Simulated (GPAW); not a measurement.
Computed Sc K edges (GPAW, LDA, full core hole (charged cell), supercells with 5.7 to 7.7 Å between holes, Gaussian full width 0.9 eV up to 4 eV, rising linearly to 3.5 eV at 25 eV) of these absorbers are given in random order:
A. ScF3 (R-3c): 6 F at 1.99 Å (octahedral, site symmetry -3)
B. ScF3 (Pm-3m): 6 F at 2.01 Å (octahedral, site symmetry m-3m)

Energy from 4472.5 eV of photon energy (total-energy differences plus the lowest empty eigenvalue of the charged cell, less 21.7 eV, the free-atom term for the hole's spin); mean of 1 over the first 20 eV. In the free atom LDA prices this hole about 12 eV below PBE, which is itself good to a few eV.

```csv
E (eV),spectrum 1,spectrum 2
-2.0,0.00,0.00
-1.0,0.00,0.00
0.0,0.00,0.00
1.0,0.00,0.00
2.0,0.01,0.00
3.0,0.00,0.00
4.0,0.03,0.02
5.0,0.02,0.05
6.0,0.21,0.12
7.0,0.35,0.43
8.0,0.23,0.33
9.0,0.30,0.51
10.0,0.54,0.66
11.0,0.91,1.07
12.0,1.09,1.34
13.0,1.39,1.40
14.0,2.24,1.58
15.0,3.33,2.17
16.0,3.39,2.68
17.0,2.45,2.58
18.0,1.45,2.19
19.0,1.03,1.92
20.0,1.08,1.90
21.0,1.53,1.97
22.0,2.38,1.85
23.0,3.19,1.69
24.0,3.20,1.62
25.0,2.47,1.58
26.0,1.75,1.51
27.0,1.50,1.44
28.0,1.62,1.41
29.0,1.87,1.52
30.0,2.01,1.87
31.0,1.94,2.40
32.0,1.79,2.82
```

Which spectrum belongs to which crystal?

Spectrum 1 is B (rising edge 4482.7 eV, maxima 6.3 eV (0.41), 15.2 eV (3.53) and 23.1 eV (3.32) above its zero). Spectrum 2 is A (rising edge 4482.3 eV, maxima 7.0 eV (0.43), 16.3 eV (2.71) and 21.0 eV (1.97) above its zero). After the best relative shift (up to 4 eV allowed) the shapes differ by 34 % r.m.s. (of the curve's own r.m.s. level). Between 0 and 30 eV on the axis shown, they part most near 23.6 eV, where ScF3 (Pm-3m) is higher by 1.7. The rising edges span 0.4 eV, lowest for ScF3 (R-3c). The computed edges of the forms differ. How much of a difference is left by the finite cells wasn't tested for these crystals.

Quadrupole 1s→3d transitions, which feed the pre-edge, are not in the dipole spectrum. Lifetime broadening is put in by hand, and intensities beyond about 20 eV depend on it. Meshes are coarse enough for small ripples in ScF3 (R-3c) and ScF3 (Pm-3m). Some cells keep the holes under 6.5 Å apart, so shapes are probably not fully converged. The structures are entries of the Crystallography Open Database, used as given.

[Logs are printed without paths, hosts, clocks, repeated set-up lines and the standing remarks that a program may print on its own settings, such as how far it seeks lower states.]

[Hosts, paths, dates, database ids (printed as entryN), source tags and the programs' standing remarks are cut or masked in the printed files.]
